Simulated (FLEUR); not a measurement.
## FePt (c factor at fixed volume 1.06 on the database's cell): anisotropy by force theorems

Aim: the anisotropy of FePt (c factor at fixed volume 1.06 on the database's cell) from single passes in the potential of one collinear state.

Main program and level: FLEUR MaX-R8.1; PBE; all-electron FLAPW, Dirac cores, scalar-relativistic bands.

### 1. The structure

It takes space group P4/mmm (No. 123, tetragonal). Conventional cell: a = 2.645 Å, b = 2.645 Å, c = 3.943 Å, α = 90.00°, β = 90.00°, γ = 90.00°. Nearest to Fe lie 4 Fe at 2.65 Å and 8 Pt at 2.72 Å. Nearest to Pt lie 4 Pt at 2.65 Å and 8 Fe at 2.72 Å. Farther neighbours are not listed.

Structure file:

```cif
data_structure
_symmetry_space_group_name_H-M 'P4/mmm'
_symmetry_Int_Tables_number 123
_cell_length_a 2.6453
_cell_length_b 2.6453
_cell_length_c 3.9432
_cell_angle_alpha 90.000
_cell_angle_beta 90.000
_cell_angle_gamma 90.000
_cell_volume 27.59
loop_
_atom_site_label
_atom_site_type_symbol
_atom_site_symmetry_multiplicity
_atom_site_Wyckoff_symbol
_atom_site_fract_x
_atom_site_fract_y
_atom_site_fract_z
_atom_site_occupancy
Fe1 Fe 1 a 0.00000 0.00000 0.00000 1
Pt1 Pt 1 d 0.50000 0.50000 0.50000 1
```

The cell is strained on purpose: c factor at fixed volume 1.06 on the database's cell.

### 2. The magnetic state

The force theorems are single passes in this state's potential, so it has to be converged first.

No symmetry is used, so that later steps may turn the spins freely; k and −k are joined. inpgen writes inp.xml from crystal.txt; cutoffs, mixing, functional, smearing and local orbitals are then set in the file. The k list scf (kpts.xml, not shown) is a Γ-centred 10×10×10 mesh; where the ranks do not divide the number of points, some are split in two of half the weight.

inp.xml

```
<?xml version="1.0" encoding="UTF-8" standalone="no"?>
<fleurInput fleurInputVersion="0.39">
   <comment>
      FePt
   </comment>
   <calculationSetup>
      <cutoffs Kmax="3.6" Gmax="10.8" GmaxXC="10.8" numbands="0"/>
      <scfLoop itmax="110" minDistance="0.00002" maxIterBroyd="15" imix="Anderson" alpha="0.05" precondParam="0.0" spinf="2.0" sdNocoIR="T"/>
      <coreElectrons ctail="F" frcor="F" kcrel="0" coretail_lmax="0"/>
      <xcFunctional name="pbe" relativisticCorrections="F"/>
      <magnetism jspins="2" l_noco="F" l_ss="F">
         <qss>0.0 0.0 0.0</qss>
         <mtNocoParams l_mperp="F" l_mtNocoPot="F" l_relaxSQA="F" mag_mixing_scheme="0" mix_RelaxWeightOffD="1.0" l_constrained="F" mix_constr="1.0"/>
         <sourceFreeMag l_sourceFree="F" l_scaleMag="F" mag_scale="1.0"/>
      </magnetism>
      <soc l_soc="F" theta="0.0" phi="0.0" spav="F"/>
      <expertModes spex="0" secvar="F"/>
      <geometryOptimization l_f="F" forcealpha="1.0" forcemix="BFGS" epsdisp="0.00001" epsforce="0.00001"/>
      <ldaU l_linMix="F" mixParam="0.05" spinf="1.0"/>
   </calculationSetup>
   <cell>
      <bzIntegration valenceElectrons="32.0" mode="hist" fermiSmearingEnergy="0.00183747">
         <kPointListSelection listName="scf"/>
         <xi:include xmlns:xi="http://www.w3.org/2001/XInclude" href="kpts.xml"> </xi:include>
      </bzIntegration>
      <xi:include xmlns:xi="http://www.w3.org/2001/XInclude" href="sym.xml"> </xi:include>
      <bulkLattice scale="1.0">
         <bravaisMatrix>
            <row-1>    4.9988869427123124     0.0000000000000000     0.0000000000000000</row-1>
            <row-2>    0.0000000000000000     4.9988869427123124     0.0000000000000000</row-2>
            <row-3>    0.0000000000000000     0.0000000000000000     7.4515680545227196</row-3>
         </bravaisMatrix>
      </bulkLattice>
   </cell>
   <atomSpecies>
      <species name="Iron (Fe) 2.800" element="Fe" atomicNumber="26">
         <mtSphere radius="2.44" gridPoints="807" logIncrement="0.015"/>
         <atomicCutoffs lmax="10" lnonsphr="8"/>
         <electronConfig flipSpins="F">
            <coreConfig>(1s1/2) (2s1/2) (2p1/2) (2p3/2)</coreConfig>
            <valenceConfig>(3s1/2) (3p1/2) (3p3/2) (4s1/2) (3d3/2) (3d5/2)</valenceConfig>
            <stateOccupation state="(3d3/2)" spinUp="1.4" spinDown="1.0"/>
            <stateOccupation state="(3d5/2)" spinUp="3.0" spinDown="0.6"/>
         </electronConfig>
         <energyParameters s="4" p="4" d="3" f="4"/>
         <lo type="SCLO" l="0" n="3" eDeriv="0"/>
         <lo type="SCLO" l="1" n="3" eDeriv="0"/>
      </species>
      <species name="Platinum (Pt)" element="Pt" atomicNumber="78">
         <mtSphere radius="2.44" gridPoints="807" logIncrement="0.017"/>
         <atomicCutoffs lmax="10" lnonsphr="8"/>
         <electronConfig flipSpins="F">
            <coreConfig>(1s1/2) (2s1/2) (2p1/2) (2p3/2) (3s1/2) (3p1/2) (3p3/2) (4s1/2) (3d3/2) (3d5/2) (4p1/2) (4p3/2) (5s1/2) (4d3/2) (4d5/2) (4f5/2) (4f7/2)</coreConfig>
            <valenceConfig>(5p1/2) (5p3/2) (6s1/2) (5d3/2) (5d5/2)</valenceConfig>
            <stateOccupation state="(6s1/2)" spinUp="0.500000" spinDown="0.500000"/>
            <stateOccupation state="(5d3/2)" spinUp="1.800000" spinDown="1.800000"/>
            <stateOccupation state="(5d5/2)" spinUp="2.700000" spinDown="2.700000"/>
         </electronConfig>
         <energyParameters s="6" p="6" d="5" f="5"/>
         <lo type="SCLO" l="1" n="5" eDeriv="0"/>
      </species>
   </atomSpecies>
   <atomGroups>
      <atomGroup species="Iron (Fe) 2.800">
         <relPos label="                   1">.0000000000 .0000000000 .0000000000</relPos>
         <force calculate="T" relaxXYZ="TTT"/>
         <nocoParams  alpha="0.0" beta="0.0"/>
      </atomGroup>
      <atomGroup species="Platinum (Pt)">
         <relPos label="                   2">1.000/2.000 1.000/2.000 1.000/2.000</relPos>
         <force calculate="T" relaxXYZ="TTT"/>
         <nocoParams  alpha="0.0" beta="0.0"/>
      </atomGroup>
   </atomGroups>
   <output dos="F" band="F" slice="F">
      <bandDOS minEnergy="-.5*Htr" maxEnergy="0.5*Htr" sigma="0.015" storeEVData="T"/>
      <plotting iplot="0" polar="F">
         <plot TwoD="T" vec1="  1.0  0.0  0.0" vec2="  0.0  1.0  0.0" vec3="  0.0  0.0  1.0" zero="  0.0  0.0  0.0" file="plot"/>
      </plotting>
      <moessbauerParams electricFieldGradient="F" isomerShift="F" coreHyperfine="F" valenceHyperfine="F"/>
   </output>
</fleurInput>
```

crystal.txt

```
FePt
&input film=F cartesian=F /
2.64529705000  0.00000000000  0.00000000000
0.00000000000  2.64529705000  0.00000000000
0.00000000000  0.00000000000  3.94320000000
1.8897261246
1.0 1.0 1.0

2
26 0.00000000000  0.00000000000  0.00000000000 : 2.800
78 0.50000000000  0.50000000000  0.50000000000

&kpt div1=10 div2=10 div3=10 gamma=T /
```

Launch:

```
$ OMP_NUM_THREADS=1 inpgen -f crystal.txt -nosym -noco > inpgen.log  # inp.xml is then edited as shown
$ OMP_NUM_THREADS=1 mpirun -n 4 fleur_MPI > fleur.log
```

The log of the run:

```text
Welcome to FLEUR        (www.flapw.de)
      MaX-Release 8.1          (www.max-centre.eu)

 ========== k-point set info ==========
 Selected k-point list: scf
 k-point list type: mesh
 0 x 0 x 0
 Number of k points: 504

 ------------Calculation Setup---------------------------
 Number of MPI-tasks      :            4
 Number of PE/node        :            4
 Number of OMP-threads    :            1
 k-points in parallel     :            4
 pe's per k-point         :            1
 No of k-point loops      :          126
 Eigenvalue solver        :       lapack
 Number of basis functions:          168
 Approximate size of matrices (H+S) per k-point:         0.001 GB
 --------------------------------------------------------
 Complex matrix made real
 Complex matrix made real
 Iteration:     1   Distance:      42.47689625 me/bohr^3
 Iteration:     2   Distance:      15.42330145 me/bohr^3
 Iteration:     3   Distance:      13.32992297 me/bohr^3
 Iteration:     4   Distance:       9.70850217 me/bohr^3
 Iteration:     5   Distance:       9.43458888 me/bohr^3
 Iteration:     6   Distance:       9.53580508 me/bohr^3
 Iteration:     7   Distance:       3.59928973 me/bohr^3
 Iteration:     8   Distance:       1.97502882 me/bohr^3
 Iteration:     9   Distance:       1.21635300 me/bohr^3
 Iteration:    10   Distance:       1.19873079 me/bohr^3
 Iteration:    11   Distance:       0.40770077 me/bohr^3
 Iteration:    12   Distance:       0.39408602 me/bohr^3
 Iteration:    13   Distance:       0.08396195 me/bohr^3
 Iteration:    14   Distance:       0.02061947 me/bohr^3
 Iteration:    15   Distance:       0.02017319 me/bohr^3
 Iteration:    16   Distance:       0.01926071 me/bohr^3
 Iteration:    17   Distance:       0.00835563 me/bohr^3
 Iteration:    18   Distance:       0.00206749 me/bohr^3
 Iteration:    19   Distance:       0.00157853 me/bohr^3
 Iteration:    20   Distance:       0.00053808 me/bohr^3
 Iteration:    21   Distance:       0.00018207 me/bohr^3
 Iteration:    22   Distance:       0.00004356 me/bohr^3
 Iteration:    23   Distance:       0.00003783 me/bohr^3
 Iteration:    24   Distance:       0.00001560 me/bohr^3

 ********************************************************************
 Run finished successfully
 Stop message:
   all done
 ********************************************************************

--- out.xml (last complete iteration) ---
<iteration numberForCurrentRun="   24" overallNumber="   24">
         [... left out ...]
         <bandgap value="0.0000000000" units="eV"/>
         <sumValenceSingleParticleEnergies value="-18.3381667637" units="Htr"/>
         <FermiEnergy value="0.4233528279" units="Htr"/>
         <valenceDensity>
            <mtCharges spin="1">
               <mtCharge atomType="1" total="9.0248344" s="1.2099519" p="3.2158314" d="4.5697909" f="0.0218436"/>
               <mtCharge atomType="2" total="7.3731393" s="0.2500055" p="3.1633967" d="3.9274781" f="0.0248923"/>
            </mtCharges>
            <mtCharges spin="2">
               <mtCharge atomType="1" total="6.0647643" s="1.2053761" p="3.2247760" d="1.6077956" f="0.0201321"/>
               <mtCharge atomType="2" total="7.0424351" s="0.2655796" p="3.2036170" d="3.5450483" f="0.0219915"/>
            </mtCharges>
            <spinDependentCharge spin="1" total="17.6085404" interstitial="1.2105667" mtSpheres="16.3979737"/>
            <spinDependentCharge spin="2" total="14.3914596" interstitial="1.2842602" mtSpheres="13.1071995"/>
            <totalCharge value="32.0000000000"/>
         </valenceDensity>
         [... left out ...]
         <allElectronCharges>
            <spinDependentCharge spin="1" total="53.6085404" interstitial="1.2113110" mtSpheres="52.3972294"/>
            <spinDependentCharge spin="2" total="50.3914597" interstitial="1.2850082" mtSpheres="49.1064515"/>
            <totalCharge value="104.0000000076"/>
         </allElectronCharges>
         <magneticMomentsInMTSpheres units="muBohr">
            <globalMagMoment atomType="1" vec="0.00000   0.00000   2.96007"/>
            <localMagMoment atomType="1" vec="0.00000   0.00000   2.96007"/>
            <globalMagMoment atomType="2" vec="0.00000   0.00000   0.33071"/>
            <localMagMoment atomType="2" vec="0.00000   0.00000   0.33071"/>
         </magneticMomentsInMTSpheres>
         <moessbauerParams unitsHFF="kG" unitsIS="e/bohr^3" unitsEFG="Htr/bohr^2">
         </moessbauerParams>
         <totalEnergy value="   -19719.5463693305" units="Htr">
            <sumOfEigenvalues value="   -12061.5154951198">
               <coreElectrons value="-12043.1773283561"/>
               <valenceElectrons value="-18.3381667637"/>
            </sumOfEigenvalues>
            <densityCoulombPotentialIntegral value="-33922.3173196484"/>
            <densityEffectivePotentialIntegral value="-34462.6039786602"/>
            <chargeDenXCDenIntegral value="-413.3017864471"/>
            <FockExchangeEnergyValence value="0.0000000000"/>
            <FockExchangeEnergyCore value="0.0000000000"/>
            <atomTypeDependentContributions atomType="1">
               <electronNucleiInteractionDifferentMTs value="1520.9619783347"/>
               <MadelungTerm value="-10.3354851125"/>
            </atomTypeDependentContributions>
            <atomTypeDependentContributions atomType="2">
               <electronNucleiInteractionDifferentMTs value="23174.5230728454"/>
               <MadelungTerm value="-40.3538703071"/>
            </atomTypeDependentContributions>
            <tkbTimesEntropy value="0.0004372049"/>
            <freeEnergy value="-19719.5468065354"/>
            <extrapolationTo0K value="-19719.5465879330"/>
         </totalEnergy>
         <densityConvergence units="me/bohr^3">
            <chargeDensity spin="1" distance="0.0000063983"/>
            <chargeDensity spin="2" distance="0.0000137783"/>
            <overallChargeDensity distance="0.0000147672"/>
            <spinDensity distance="0.0000156040"/>
         </densityConvergence>
      </iteration>
```

Wall time 4.1 min (4 MPI ranks of Arm Neoverse V1, shared host); peak memory 0.63 GiB; 17 min of CPU time.

Read from the output:

- free energy: -536596.2047 eV
- program's band gap on this mesh (in a metal only a level spacing): 0 eV
- magnetization: 3.217 μB
- final state: ferromagnetic
- largest moment: 2.960 μB

After 24 cycles the largest moment stands at 2.96 μB.

### 3. Energy against the direction of the moments, rung 1

Anisotropy is a small difference, so it is taken from sums over occupied states at a frozen potential, where most errors cancel.

One pass with spin–orbit coupling for each direction, from the saved density. Inversion lets half of the mesh serve, which the program's warning doesn't know. The k list mae (kpts.xml, not shown) is a Γ-centred 14×14×10 mesh.

Changes to inp.xml since step 2:

```diff
@@ -6,4 +6,4 @@
    <calculationSetup>
-      <cutoffs Kmax="3.6" Gmax="10.8" GmaxXC="10.8" numbands="0"/>
-      <scfLoop itmax="110" minDistance="0.00002" maxIterBroyd="15" imix="Anderson" alpha="0.05" precondParam="0.0" spinf="2.0" sdNocoIR="T"/>
+      <cutoffs Kmax="3.6" Gmax="10.8" GmaxXC="10.8" numbands="72"/>
+      <scfLoop itmax="1" minDistance="0.00002" maxIterBroyd="15" imix="Anderson" alpha="0.05" precondParam="0.0" spinf="2.0" sdNocoIR="T"/>
       <coreElectrons ctail="F" frcor="F" kcrel="0" coretail_lmax="0"/>
@@ -15,3 +15,3 @@
       </magnetism>
-      <soc l_soc="F" theta="0.0" phi="0.0" spav="F"/>
+      <soc l_soc="T" theta="0.0" phi="0.0" spav="F"/>
       <expertModes spex="0" secvar="F"/>
@@ -22,3 +22,3 @@
       <bzIntegration valenceElectrons="32.0" mode="hist" fermiSmearingEnergy="0.00183747">
-         <kPointListSelection listName="scf"/>
+         <kPointListSelection listName="mae"/>
          <xi:include xmlns:xi="http://www.w3.org/2001/XInclude" href="kpts.xml"> </xi:include>
@@ -81,2 +81,5 @@
    </output>
+   <forceTheorem>
+      <MAE theta="0.0 1.5707963 1.5707963 0.7853982" phi="0.0 0.0 0.7853982 0.0"/>
+   </forceTheorem>
 </fleurInput>
```

Launch:

```
$ OMP_NUM_THREADS=1 mpirun -n 4 fleur_MPI -warn_only > fleur.log
```

The log of the run:

```text
[banner, memory and clock lines left out]
Welcome to FLEUR        (www.flapw.de)
      MaX-Release 8.1          (www.max-centre.eu)
************FLEUR-Warning*****************
Error message: k-point set is not compatible to missing time-reversal symmetry in calculation.
Error occurred in subroutine: gen_bz
Error from PE:0/4
Other PEs with error messages:
     1-k-point set is not compatible to missing time-reversal symmetry in calculation.
*****************************************

 ========== k-point set info ==========
 Selected k-point list: mae
 k-point list type: mesh
 0 x 0 x 0
 Number of k points: 984

 [... set-up left out ...]
 ********************************************************************
 Run finished successfully
 Stop message:
   Forcetheorem MAE
 ********************************************************************

--- out.xml (force theorem) ---
<Forcetheorem_MAE Angles="4" units="Htr">
            <Angle theta="0.0000000" phi="0.0000000" ev-sum="-18.384392435"/>
            <Angle theta="1.5707963" phi="0.0000000" ev-sum="-18.384266558"/>
            <Angle theta="1.5707963" phi="0.7853982" ev-sum="-18.384264543"/>
            <Angle theta="0.7853982" phi="0.0000000" ev-sum="-18.384328234"/>
         </Forcetheorem_MAE>
```

Elapsed: 98 s, on 4 MPI ranks; peak memory 1 GiB; 6.5 min of CPU time.

Anisotropy energies, by row:

```
                              axis       x       y       z  band energy less the first axis' (meV a cell)
                             [001]       0       0       1                                              0
                             [100]       1       0       0                                          3.425
                             [110]  0.7071  0.7071       0                                           3.48
45 degrees from [001] toward [100]  0.7071       0  0.7071                                          1.747
```

Indices are those of the standard conventional cell; x, y, z give the same directions in the axes of the input.

### 4. Anisotropy by the force theorem, rung 2

A second rung shows how far the first can be trusted.

The k list mae (kpts.xml, not shown) is a Γ-centred 21×21×14 mesh.

inp.xml is that of step 3.

The log of the run:

```text
[banner, memory and clock lines left out]
Welcome to FLEUR        (www.flapw.de)
      MaX-Release 8.1          (www.max-centre.eu)
************FLEUR-Warning*****************
Error message: k-point set is not compatible to missing time-reversal symmetry in calculation.
Error occurred in subroutine: gen_bz
Error from PE:0/4
*****************************************

 ========== k-point set info ==========
 Selected k-point list: mae
 k-point list type: mesh
 0 x 0 x 0
 Number of k points: 3088

 [... set-up left out ...]
 ********************************************************************
 Run finished successfully
 Stop message:
   Forcetheorem MAE
 ********************************************************************

--- out.xml (force theorem) ---
<Forcetheorem_MAE Angles="4" units="Htr">
            <Angle theta="0.0000000" phi="0.0000000" ev-sum="-18.384420954"/>
            <Angle theta="1.5707963" phi="0.0000000" ev-sum="-18.384300682"/>
            <Angle theta="1.5707963" phi="0.7853982" ev-sum="-18.384300289"/>
            <Angle theta="0.7853982" phi="0.0000000" ev-sum="-18.384361303"/>
         </Forcetheorem_MAE>
```

Run time: 5 min. Hardware: 4 MPI ranks; peak memory 2.7 GiB; 20 min of CPU time.

Anisotropy energies, by row:

```
                              axis       x       y       z  band energy less the first axis' (meV a cell)
                             [001]       0       0       1                                              0
                             [100]       1       0       0                                          3.273
                             [110]  0.7071  0.7071       0                                          3.283
45 degrees from [001] toward [100]  0.7071       0  0.7071                                          1.623
```

[end of part 1 of 2]

[Logs and program files are shortened in this print: banners, set-up blocks, solver, clock and traceback lines can be left out without a mark of their own.]

[Logs are printed without paths, hosts, clocks, repeated set-up lines and the standing remarks that a program may print on its own settings, such as how far it seeks lower states.]

[Hosts, paths, dates, database ids (printed as entryN), source tags and the programs' standing remarks are cut or masked in the printed files.]

[Where a cell is said to come from a database of computed structures, the database is the Materials Project.]
